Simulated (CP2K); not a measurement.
Two runs for the N K edge of piperazine. Run A: CP2K XAS_TDP, all-electron GAPW, PBEh(45%), aug-cc-pVDZ, TDA, no relativity. Run B differs in one setting.

First lines with a strength over 0.0015. A:

| atom | energy (eV) | states | strength, one atom |
| --- | --- | --- | --- |
| N3 (bonded to 2 C and H), 2 alike | 397.76 | 1 | 0.0146 |
|  | 399.29 | 1 | 0.0023 |
|  | 399.48 | 1 | 0.0030 |
|  | 399.92 | 2 | 0.0068 |
|  | 399.97 | 1 | 0.0033 |

B:

```csv
atom,energy (eV),states,"strength, one atom"
"N3 (bonded to 2 C and H), 2 alike",390.13,1,0.0064
,392.17,1,0.0054
,392.81,1,0.0016
,393.01,1,0.0028
,393.11,1,0.0035
```

Which was it: the functional, the basis, scalar relativity switched on, GW2X switched on?

The functional (functional from PBEh(45%) to PBE0; the lines alone don't name the new value). A functional moves all lines by electronvolts and changes their spacings and strengths. Against PBEh(45%) in aug-cc-pVDZ, the leading line moves by -7.63 eV, to 390.13 eV; the strength of N3's goes from 0.0146 to 0.0064. The next line of N3 over the strength cut lies 2.04 eV higher, against 1.53.

[Banner, clock and machine lines of the logs are left out without a mark of their own.]

[Logs are printed without paths, hosts, clocks, repeated set-up lines and the standing remarks that a program may print on its own settings, such as how far it seeks lower states.]

[Hosts, paths, dates, database ids (printed as entryN), source tags and the programs' standing remarks are cut or masked in the printed files.]
